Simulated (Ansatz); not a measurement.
Rows from a G0W0 calculation on BiBr (P-1) (Ansatz 0.2.0; G0W0 on LDA, plane waves, PAW; 6×4×2 mesh, 783 empty bands, screening to 70 eV, hard PAW files), in eV. Spin-orbit coupling is left out.

```tsv
row	Σx	Σc	Vxc	Z
A	-14.45	0.81	-13.54	0.73
B	-14.52	0.78	-13.66	0.73
C	-14.74	0.86	-13.80	0.73
D	-9.28	-2.99	-12.80	0.75
E	-9.27	-3.01	-12.82	0.75
F	-9.57	-3.15	-13.24	0.74
```

**Question.** Which rows are filled states and which are empty ones, and how can one tell?

Filled: A, B and C. Empty: D, E and F. The sign of Σc tells: for a filled state bare exchange, which holds its interaction with itself, lies below Vxc (Σx − Vxc is -0.9 eV or lower here) and screening gives part back as a positive Σc. For an empty state Σx lies above Vxc (+3.5 eV or more) and the Coulomb hole leaves Σc negative.

[Paths, hosts, dates, memory and timing lines, banners, echoed tables and standing remarks are left out of the program output.]

[Logs are printed without paths, hosts, clocks, repeated set-up lines and the standing remarks that a program may print on its own settings, such as how far it seeks lower states.]

[Runs of the session that timed out or met a known fault of the program may be left out.]

[Cells called generated may have been cut or substituted from an entry of the Crystallography Open Database or the Materials Project.]

[Hosts, paths, dates, database ids (printed as entryN), source tags and the programs' standing remarks are cut or masked in the printed files.]
